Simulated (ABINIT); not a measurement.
# CdSe (F-43m): G0W0 with ABINIT, start to end, part 2 of 3

How does a plane-wave GW calculation on CdSe (F-43m) run from the first input to the gap?

ABINIT 10.8.3; LDA and many-body steps on it, plane waves. Known limits of the many-body steps: short of the basis limit; screening runs away on this mesh; no spin-orbit coupling; coarse k mesh.

So far. Step 2 (Ground state): The gap is direct, at Γ.

### Step 3. Bands along the symmetry lines

Level of this step: DFT, LDA, plane waves, norm-conserving pseudopotentials (ABINIT).

The cheap functional maps the bands first; the places of the edges decide which points the dearer methods must see.

run.abi

```
acell 3*1.0 Angstrom
rprim 
  -0.000000000000 3.070271198600 3.070271198600
  3.070271198600 -0.000000000000 3.070271198600
  3.070271198600 3.070271198600 -0.000000000000
ntypat 2
znucl 48 34
natom 2
typat 1 2
xred 
  0.000000000000 0.000000000000 0.000000000000
  0.750000000000 0.750000000000 0.750000000000
pp_dirpath "pseudos"
pseudos "Cd.upf, Se.upf"
ecut 48
iscf -2
irdden 1
kptopt 0
nkpt 50
kpt 
  0.00000000 0.00000000 0.00000000
  -0.06250000 -0.06250000 0.00000000
  -0.12500000 -0.12500000 0.00000000
  -0.18750000 -0.18750000 0.00000000
  -0.25000000 -0.25000000 0.00000000
  -0.31250000 -0.31250000 0.00000000
  -0.37500000 -0.37500000 0.00000000
  -0.43750000 -0.43750000 0.00000000
  -0.50000000 -0.50000000 0.00000000
  -0.48437500 -0.48437500 0.03125000
  -0.46875000 -0.46875000 0.06250000
  -0.45312500 -0.45312500 0.09375000
  -0.43750000 -0.43750000 0.12500000
  -0.42187500 -0.42187500 0.15625000
  -0.40625000 -0.40625000 0.18750000
  -0.39062500 -0.39062500 0.21875000
  -0.37500000 -0.37500000 0.25000000
  -0.37500000 0.00000000 0.37500000
  -0.32812500 0.00000000 0.32812500
  -0.28125000 0.00000000 0.28125000
  -0.23437500 0.00000000 0.23437500
  -0.18750000 0.00000000 0.18750000
  -0.14062500 0.00000000 0.14062500
  -0.09375000 0.00000000 0.09375000
  -0.04687500 0.00000000 0.04687500
  0.00000000 0.00000000 0.00000000
  0.00000000 0.00000000 0.06250000
  0.00000000 0.00000000 0.12500000
  0.00000000 0.00000000 0.18750000
  0.00000000 0.00000000 0.25000000
  0.00000000 0.00000000 0.31250000
  0.00000000 0.00000000 0.37500000
  0.00000000 0.00000000 0.43750000
  0.00000000 0.00000000 0.50000000
  -0.06250000 -0.03125000 0.46875000
  -0.12500000 -0.06250000 0.43750000
  -0.18750000 -0.09375000 0.40625000
  -0.25000000 -0.12500000 0.37500000
  -0.31250000 -0.15625000 0.34375000
  -0.37500000 -0.18750000 0.31250000
  -0.43750000 -0.21875000 0.28125000
  -0.50000000 -0.25000000 0.25000000
  -0.50000000 -0.28125000 0.21875000
  -0.50000000 -0.31250000 0.18750000
  -0.50000000 -0.34375000 0.15625000
  -0.50000000 -0.37500000 0.12500000
  -0.50000000 -0.40625000 0.09375000
  -0.50000000 -0.43750000 0.06250000
  -0.50000000 -0.46875000 0.03125000
  -0.50000000 -0.50000000 0.00000000
istwfk *1
nband 32
nbdbuf 5
tolwfr 1e-07
nstep 50
prtwf 0
prtvol 0
indata_prefix "in"
outdata_prefix "out"
tmpdata_prefix "tmp"
```

Run with:

```console
OMP_NUM_THREADS=1 mpirun -n 8 abinit run.abi > log
```

The log of the run:

```text
.Version 10.8.3 of ABINIT. v10.8.2 released Aug 2026.

 Symmetries : space group F-4 3 m (#216); Bravais cF (face-center cubic)
[... echo of the input left out ...]
== DATASET  1 ==================================================================
-   mpi_nproc: 8, omp_nthreads: 1 (-1 if OMP is not activated)

--- !DatasetInfo
iteration_state: {dtset: 1, }
dimensions: {natom: 2, nkpt: 50, mband: 32, nsppol: 1, nspinor: 1, nspden: 1, mpw: 6235, }
cutoff_energies: {ecut:  48.0, pawecutdg:  -1.0, }
electrons: {nelect:   4.40000000E+01, charge:   0.00000000E+00, occopt:   1.00000000E+00, tsmear:   1.00000000E-02, }

 Real(R)+Recip(G) space primitive vectors, cartesian coordinates (Bohr,Bohr^-1):
 R(1)=  0.0000000  5.8019717  5.8019717  G(1)= -0.0861776  0.0861776  0.0861776
 R(2)=  5.8019717  0.0000000  5.8019717  G(2)=  0.0861776 -0.0861776  0.0861776
 R(3)=  5.8019717  5.8019717  0.0000000  G(3)=  0.0861776  0.0861776 -0.0861776
 Unit cell volume ucvol=  3.9062210E+02 bohr^3
 Angles (23,13,12)=  6.00000000E+01  6.00000000E+01  6.00000000E+01 degrees

 getcut: wavevector=  0.0000  0.0000  0.0000  ngfft=  54  54  54
         ecut(hartree)=     48.000   => boxcut(ratio)=   2.11089

--- Pseudopotential description ------------------------------------------------
- Cd Generated using ONCVPSP code by D. R. Hamann
- 48.00000  20.00000  180309                  znucl, zion, pspdat
12 -1012 2 -1 1336                            pspcod,pspxc,lmax,lloc,mmax
     nproj     2     2     2
  pspatm : epsatm=   23.37058476
         --- l  ekb(1:nproj) -->
             0   94.865817    3.943170
             1    8.821348    1.309255
             2    2.251838   -0.763126
 pspatm: atomic psp has been read  and splines computed

- Se Generated using ONCVPSP code by D. R. Hamann
- 34.00000  24.00000  180309                  znucl, zion, pspdat
12 -1012 2 -1 1198                            pspcod,pspxc,lmax,lloc,mmax
     nproj     2     2     2
  pspatm : epsatm=   25.89836092
         --- l  ekb(1:nproj) -->
[...]
pspatm: atomic psp has been read  and splines computed

--------------------------------------------------------------------------------

================================================================================
 prteigrs : about to open file out_EIG
 Non-SCF case, kpt    1 (  0.00000  0.00000  0.00000), residuals and eigenvalues=
  1.84E-08  3.19E-08  6.56E-08  7.27E-08  5.90E-08  1.49E-08  1.73E-08  4.45E-08
  2.95E-08  6.12E-08  4.60E-08  3.40E-08  7.88E-08  8.90E-08  5.79E-08  2.81E-08
  2.79E-08  9.95E-08  3.78E-08  5.09E-08  7.92E-08  6.49E-08  1.80E-08  2.32E-08
[...]
-7.4290E+00 -5.2253E+00 -5.2253E+00 -5.2253E+00 -3.5815E+00 -2.1539E+00
 -2.1539E+00 -2.1539E+00 -1.5761E+00 -1.5761E+00 -1.5761E+00 -1.5760E+00
 -1.5760E+00 -3.1609E-01 -1.4362E-01 -1.4362E-01 -1.4362E-01 -1.3077E-01
[...]
5.7811E-01  5.7811E-01
 Non-SCF case, kpt    2 ( -0.06250 -0.06250  0.00000), residuals and eigenvalues=
[...]
5.8285E-01  5.9858E-01
 Non-SCF case, kpt    3 ( -0.12500 -0.12500  0.00000), residuals and eigenvalues=
[...]
5.9696E-01  6.1525E-01
[...]
Non-SCF case, kpt   49 ( -0.50000 -0.46875  0.03125), residuals and eigenvalues=
[...]
6.3653E-01  7.6737E-01
 Non-SCF case, kpt   50 ( -0.50000 -0.50000  0.00000), residuals and eigenvalues=
[...]
-1.1885E-01 -4.2883E-03  7.8483E-02  7.8483E-02  2.5412E-01  2.7552E-01
  4.6450E-01  5.0607E-01  5.0607E-01  5.9685E-01  6.2214E-01  6.2917E-01
  6.2917E-01  7.6676E-01

--- !ResultsGS
iteration_state: {dtset: 1, }
comment   : Summary of ground state results
lattice_vectors:
- [ -0.0000000,   5.8019717,   5.8019717, ]
- [  5.8019717,  -0.0000000,   5.8019717, ]
- [  5.8019717,   5.8019717,  -0.0000000, ]
lattice_lengths: [   8.20523,    8.20523,    8.20523, ]
lattice_angles: [ 60.000,  60.000,  60.000, ] # degrees, (23, 13, 12)
lattice_volume:   3.9062210E+02
convergence: {deltae:  0.000E+00, res2:  0.000E+00, residm:  9.998E-08, diffor:  0.000E+00, }
etotal    :  -5.16803022E+02
entropy   :   0.00000000E+00
fermie    :   1.44164891E-01
cartesian_stress_tensor: null
pressure_GPa: null
xred      :
- [  0.0000E+00,   0.0000E+00,   0.0000E+00, Cd]
- [  7.5000E-01,   7.5000E-01,   7.5000E-01, Se]
cartesian_forces: null
force_length_stats: {min: null, max: null, mean: null, }

 Integrated electronic density in atomic spheres:
 ------------------------------------------------
 Atom  Sphere_radius  Integrated_density
[...]
================================================================================

 ----iterations are completed or convergence reached----

 Mean square residual over all n,k,spin=   50.242E-09; max=  99.983E-09
 reduced coordinates (array xred) for    2 atoms
       0.000000      0.000000      0.000000
       0.750000      0.750000      0.750000

 cartesian coordinates (angstrom) at end:
    1      0.000000     0.000000     0.000000
    2      4.605407     4.605407     4.605407
 length scales=  1.889726  1.889726  1.889726 bohr
              =  1.000000  1.000000  1.000000 angstroms
 prteigrs : about to open file out_EIG
 Eigenvalues (hartree) for nkpt=  50  k points:
 kpt#   1, nband= 32, wtk=  1.00000, kpt=  0.0000  0.0000  0.0000 (reduced coord)
[...]
kpt#   2, nband= 32, wtk=  1.00000, kpt= -0.0625 -0.0625  0.0000 (reduced coord)
[...]
kpt#   3, nband= 32, wtk=  1.00000, kpt= -0.1250 -0.1250  0.0000 (reduced coord)
[...]
kpt#  49, nband= 32, wtk=  1.00000, kpt= -0.5000 -0.4687  0.0313 (reduced coord)
[...]
kpt#  50, nband= 32, wtk=  1.00000, kpt= -0.5000 -0.5000  0.0000 (reduced coord)
[...]
-0.13466   -0.12876   -0.11885   -0.00429    0.07848    0.07848    0.25412    0.27552
   0.46450    0.50607    0.50607    0.59685    0.62214    0.62917    0.62917    0.76676

== END DATASET(S) ==============================================================
================================================================================

 -outvars: echo values of variables after computation  --------
            nband          32
             nkpt          50
          spgroup         216
 [... the other variables as echoed above ...]

 Calculation completed.
```

The job ended after 25 s (8 MPI ranks of Arm Neoverse V2, shared host; peak memory 0.72 GiB; 3.3 min of CPU time).

Read from the output:

```yaml
gap: 0.2672 eV
k_of_the_valence_top: 0, 0, 0
k_of_the_conduction_bottom: 0, 0, 0
least_direct_gap: 0.2672 eV
```

The gap is 0.267 eV, as in the run before at this level.

The electronic bands at the labelled points (eV, zero at the top of the highest filled band):

| point | band 19 | band 20 | band 21 | band 22 | band 23 | band 24 | band 25 | band 26 |
| --- | --- | --- | --- | --- | --- | --- | --- | --- |
| Γ | -7.48 | 0.00 | 0.00 | 0.00 | 0.27 | 5.80 | 5.80 | 5.80 |
| halfway | -7.45 | -2.60 | -1.00 | -1.00 | 3.04 | 4.06 | 7.44 | 7.44 |
| X | -7.16 | -4.04 | -1.79 | -1.79 | 2.99 | 3.57 | 8.72 | 9.85 |
| halfway | -7.12 | -4.02 | -2.06 | -1.70 | 3.25 | 3.94 | 8.43 | 9.29 |
| U | -7.07 | -3.97 | -2.45 | -1.46 | 3.53 | 4.94 | 7.98 | 8.37 |
| jump to K | -7.07 | -3.97 | -2.45 | -1.46 | 3.53 | 4.94 | 7.98 | 8.37 |
| halfway | -7.44 | -2.95 | -1.36 | -0.41 | 2.90 | 5.47 | 6.18 | 6.51 |
| Γ | -7.48 | 0.00 | 0.00 | 0.00 | 0.27 | 5.80 | 5.80 | 5.80 |
| halfway | -7.48 | -2.68 | -0.39 | -0.39 | 2.03 | 5.73 | 6.31 | 6.31 |
| L | -7.21 | -4.31 | -0.72 | -0.72 | 2.14 | 6.32 | 6.32 | 7.09 |
| halfway | -7.13 | -4.08 | -1.94 | -1.18 | 3.61 | 5.31 | 6.60 | 7.77 |
| W | -7.04 | -3.94 | -2.17 | -2.14 | 4.77 | 5.06 | 6.22 | 7.42 |
| halfway | -7.10 | -3.99 | -1.98 | -1.97 | 3.72 | 4.10 | 8.11 | 8.13 |
| X | -7.16 | -4.04 | -1.79 | -1.79 | 2.99 | 3.57 | 8.72 | 9.85 |

### Step 4. Empty states on the mesh, 4×4×4 mesh, 111 bands

The sums over transitions need many empty states on a uniform mesh; this step solves for them.

run.abi

```
acell 3*1.0 Angstrom
rprim 
  -0.000000000000 3.070271198600 3.070271198600
  3.070271198600 -0.000000000000 3.070271198600
  3.070271198600 3.070271198600 -0.000000000000
ntypat 2
znucl 48 34
natom 2
typat 1 2
xred 
  0.000000000000 0.000000000000 0.000000000000
  0.750000000000 0.750000000000 0.750000000000
pp_dirpath "pseudos"
pseudos "Cd.upf, Se.upf"
ecut 48
ngkpt 4 4 4
nshiftk 1
shiftk 0 0 0
kptopt 1
chksymbreak 0
iscf -2
irdden 1
istwfk *1
nband 111
nbdbuf 10
tolwfr 1e-09
nstep 60
prtvol 0
indata_prefix "in"
outdata_prefix "out"
tmpdata_prefix "tmp"
```

The log of the run:

```text
.Version 10.8.3 of ABINIT. v10.8.2 released Aug 2026.

 Symmetries : space group F-4 3 m (#216); Bravais cF (face-center cubic)
[... echo of the input left out ...]
== DATASET  1 ==================================================================
-   mpi_nproc: 8, omp_nthreads: 1 (-1 if OMP is not activated)

--- !DatasetInfo
iteration_state: {dtset: 1, }
dimensions: {natom: 2, nkpt: 8, mband: 111, nsppol: 1, nspinor: 1, nspden: 1, mpw: 6230, }
cutoff_energies: {ecut:  48.0, pawecutdg:  -1.0, }
electrons: {nelect:   4.40000000E+01, charge:   0.00000000E+00, occopt:   1.00000000E+00, tsmear:   1.00000000E-02, }

 Real(R)+Recip(G) space primitive vectors, cartesian coordinates (Bohr,Bohr^-1):
 R(1)=  0.0000000  5.8019717  5.8019717  G(1)= -0.0861776  0.0861776  0.0861776
 R(2)=  5.8019717  0.0000000  5.8019717  G(2)=  0.0861776 -0.0861776  0.0861776
 R(3)=  5.8019717  5.8019717  0.0000000  G(3)=  0.0861776  0.0861776 -0.0861776
 Unit cell volume ucvol=  3.9062210E+02 bohr^3
 Angles (23,13,12)=  6.00000000E+01  6.00000000E+01  6.00000000E+01 degrees

 getcut: wavevector=  0.0000  0.0000  0.0000  ngfft=  54  54  54
         ecut(hartree)=     48.000   => boxcut(ratio)=   2.11089

--- Pseudopotential description ------------------------------------------------
- Cd Generated using ONCVPSP code by D. R. Hamann
- 48.00000  20.00000  180309                  znucl, zion, pspdat
12 -1012 2 -1 1336                            pspcod,pspxc,lmax,lloc,mmax
     nproj     2     2     2
  pspatm : epsatm=   23.37058476
         --- l  ekb(1:nproj) -->
             0   94.865817    3.943170
             1    8.821348    1.309255
             2    2.251838   -0.763126
 pspatm: atomic psp has been read  and splines computed

- Se Generated using ONCVPSP code by D. R. Hamann
- 34.00000  24.00000  180309                  znucl, zion, pspdat
12 -1012 2 -1 1198                            pspcod,pspxc,lmax,lloc,mmax
     nproj     2     2     2
  pspatm : epsatm=   25.89836092
         --- l  ekb(1:nproj) -->
[...]
pspatm: atomic psp has been read  and splines computed

--------------------------------------------------------------------------------

================================================================================
 prteigrs : about to open file out_EIG
 Non-SCF case, kpt    1 (  0.00000  0.00000  0.00000), residuals and eigenvalues=
  6.31E-10  8.00E-10  4.32E-10  4.70E-10  4.41E-10  3.03E-10  5.73E-10  9.79E-10
  2.32E-10  2.03E-10  1.67E-10  1.46E-10  2.48E-10  4.40E-10  7.83E-11  6.53E-11
  7.25E-11  1.17E-10  6.97E-10  5.13E-10  4.76E-10  9.24E-10  3.94E-11  7.25E-11
[...]
3.12E-05  2.03E-04  7.25E-06  3.16E-05  7.59E-04  2.84E-04  1.59E-03
 -7.4290E+00 -5.2253E+00 -5.2253E+00 -5.2253E+00 -3.5815E+00 -2.1539E+00
 -2.1539E+00 -2.1539E+00 -1.5761E+00 -1.5761E+00 -1.5761E+00 -1.5760E+00
 -1.5760E+00 -3.1609E-01 -1.4362E-01 -1.4362E-01 -1.4362E-01 -1.3077E-01
[...]
2.5493E+00  2.5493E+00  2.5854E+00  2.5854E+00  2.5854E+00  2.6391E+00
  2.6391E+00  2.7597E+00  2.7597E+00  2.7601E+00  2.7737E+00  2.7737E+00
[...]
prteigrs : prtvol=0 or 1, do not print more k-points.

--- !ResultsGS
iteration_state: {dtset: 1, }
comment   : Summary of ground state results
lattice_vectors:
- [ -0.0000000,   5.8019717,   5.8019717, ]
- [  5.8019717,  -0.0000000,   5.8019717, ]
- [  5.8019717,   5.8019717,  -0.0000000, ]
lattice_lengths: [   8.20523,    8.20523,    8.20523, ]
lattice_angles: [ 60.000,  60.000,  60.000, ] # degrees, (23, 13, 12)
lattice_volume:   3.9062210E+02
convergence: {deltae:  0.000E+00, res2:  0.000E+00, residm:  9.955E-10, diffor:  0.000E+00, }
etotal    :  -5.16803022E+02
entropy   :   0.00000000E+00
fermie    :   1.44164891E-01
cartesian_stress_tensor: null
pressure_GPa: null
xred      :
- [  0.0000E+00,   0.0000E+00,   0.0000E+00, Cd]
- [  7.5000E-01,   7.5000E-01,   7.5000E-01, Se]
cartesian_forces: null
force_length_stats: {min: null, max: null, mean: null, }

 Integrated electronic density in atomic spheres:
 ------------------------------------------------
 Atom  Sphere_radius  Integrated_density
[...]
================================================================================

 ----iterations are completed or convergence reached----

 Mean square residual over all n,k,spin=   41.612E-11; max=  99.551E-11
 reduced coordinates (array xred) for    2 atoms
       0.000000      0.000000      0.000000
       0.750000      0.750000      0.750000

 cartesian coordinates (angstrom) at end:
    1      0.000000     0.000000     0.000000
    2      4.605407     4.605407     4.605407
 length scales=  1.889726  1.889726  1.889726 bohr
              =  1.000000  1.000000  1.000000 angstroms
 prteigrs : about to open file out_EIG
 Eigenvalues (hartree) for nkpt=   8  k points:
 kpt#   1, nband=111, wtk=  0.01563, kpt=  0.0000  0.0000  0.0000 (reduced coord)
[...]
2.41302    2.43875    2.46984    2.46984    2.46984    2.54452    2.54452    2.54452
   2.54931    2.54931    2.58537    2.58537    2.58537    2.63910    2.63910    2.75969
   2.75971    2.76014    2.77368    2.77374    2.77501    2.80658    2.81203
 prteigrs : prtvol=0 or 1, do not print more k-points.

== END DATASET(S) ==============================================================
================================================================================

 -outvars: echo values of variables after computation  --------
            nband         111
             nkpt           8
          spgroup         216
 [... the other variables as echoed above ...]

 Calculation completed.
```

Run time: 23 s. Hardware: 8 MPI ranks; peak memory 0.71 GiB.

Numbers from this step:

* gap: 0.2672 eV
* k of the valence top: 0, 0, 0
* k of the conduction bottom: 0, 0, 0
* least direct gap: 0.2672 eV
* k points computed: 8
* lowest point of the top converged band, above the valence top: 64.0945 eV

On this mesh the gap is 0.267 eV.

### Step 5. Screening, 4×4×4 mesh, 101 bands, screening to 106.1 eV

The RPA dielectric matrix is built and inverted for each q.

This step: RPA screening on LDA, plane waves, norm-conserving pseudopotentials.

Edit run.abi of step 4 so:

```diff
@@ -20,10 +20,11 @@
 chksymbreak 0
-iscf -2
-irdden 1
 istwfk *1
-nband 111
-nbdbuf 10
-tolwfr 1e-09
-nstep 60
-prtvol 0
+occopt 1
+irdwfk 1
+optdriver 3
+nband 101
+ecuteps 3.9
+inclvkb 2
+awtr 1
+symchi 1
 indata_prefix "in"
```

The log of the run:

```text
.Version 10.8.3 of ABINIT. v10.8.2 released Aug 2026.

 Symmetries : space group F-4 3 m (#216); Bravais cF (face-center cubic)
[... echo of the input left out ...]
== DATASET  1 ==================================================================
-   mpi_nproc: 8, omp_nthreads: 1 (-1 if OMP is not activated)

--- !DatasetInfo
iteration_state: {dtset: 1, }
dimensions: {natom: 2, nkpt: 8, mband: 101, nsppol: 1, nspinor: 1, nspden: 1, mpw: 6230, }
cutoff_energies: {ecut:  48.0, pawecutdg:  -1.0, }
electrons: {nelect:   4.40000000E+01, charge:   0.00000000E+00, occopt:   1.00000000E+00, tsmear:   1.00000000E-02, }

 SCREENING: Calculation of the susceptibility and dielectric matrices

 Based on a program developped by R.W. Godby, V. Olevano, G. Onida, and L. Reining.
 Incorporated in ABINIT by V. Olevano, G.-M. Rignanese, and M. Torrent.
.Using double precision arithmetic ; gwpc =  8

[... cell and pseudopotentials left out ...]
--------------------------------------------------------------------------------

 ==== K-mesh for the wavefunctions ====
 Number of points in the irreducible wedge :     8
[... list of points left out ...]
 Together with 24 symmetry operations and time-reversal symmetry
 yields    64 points in the full Brillouin Zone.

 ==== Q-mesh for the screening function ====
 Number of points in the irreducible wedge :     8
[... list of points left out ...]
 Together with 24 symmetry operations and time-reversal symmetry
 yields    64 points in the full Brillouin Zone.

 setmesh: FFT mesh size selected  =    36x   36x   36
          total number of points  =        46656

 vcoul_init : cutoff-mode = AUXILIARY_FUNCTION
 q-points for optical limit:   1
     1)      0.000010    0.000020    0.000030

- screening: taking advantage of time-reversal symmetry
- Maximum band index for partially occupied states nbvw = 22
- Remaining bands to be divided among processors   nbcw = 79
- Number of bands treated by each node ~9

 Number of electrons calculated from density =   44.0000; Expected =   44.0000
 average of density, n =  0.112641
 r_s =    1.2845
 omega_plasma =   32.3745 [eV]

 calculating chi0 at frequencies [eV] :
  1    0.000000E+00    0.000000E+00
  2    0.000000E+00    3.237453E+01

--------------------------------------------------------------------------------
  q-point number  1        q = ( 0.000000, 0.000000, 0.000000) [r.l.u.]
--------------------------------------------------------------------------------
[... chi0 elements left out ...]
 For q-point:  0.000010 0.000020 0.000030
  dielectric constant = 369.3792
  dielectric constant without local fields = 388.1711

  Average fulfillment of the sum rule on Im[epsilon] for q-point    1 :     40.24  [%]
[... wings left out ...]
  q-point number  2        q = ( 0.250000, 0.000000, 0.000000) [r.l.u.]
--------------------------------------------------------------------------------
[... chi0 elements left out ...]
  Average fulfillment of the sum rule on Im[epsilon] for q-point    2 :     49.14  [%]

 [... 6 further q-points ...]
```

Wall time 28 s (8 MPI ranks); peak memory 2.5 GiB; 3.7 min of CPU time.

Read from the output:

```
ε∞ with local fields, on this mesh    : 369.4
ε∞ without local fields, on this mesh : 388.2
plasma frequency                      : 32.37 eV
plane waves in the screening matrix   : 137
```

Local fields lower ε∞ by 5 %. The value itself is an artefact of the mesh, where one narrow direct gap carries too much weight.

(Part 2 of 3 ends here.)

[Long decimals in the printed logs are rounded to 6 places.]

[Logs are printed without paths, hosts, clocks, repeated set-up lines and the standing remarks that a program may print on its own settings, such as how far it seeks lower states.]

[Paths, hosts, dates, memory and timing lines, banners, echoed tables and standing remarks are left out of the program output; an Ansatz launch command may be rebuilt from the run's recorded settings. Measured values are a selection of at most five: reports struck by readers or far from the other reports are left out. None is set beside runs whose start may be inverted or whose files or cutoffs have a known fault.]

[Runs of the session that timed out or met a known fault of the program may be left out.]

[Hosts, paths, dates, database ids (printed as entryN), source tags and the programs' standing remarks are cut or masked in the printed files.]

[G0W0 gaps are taken among the corrected bands and points alone; a level outside them can change the order at an edge.]

[Where Ansatz stands beside ABINIT at settings called matched, ABINIT's density can come from a denser mesh and the files from another edition; pairs whose starting gaps differed by over 0.03 eV were left out, so agreement reads better than it is.]
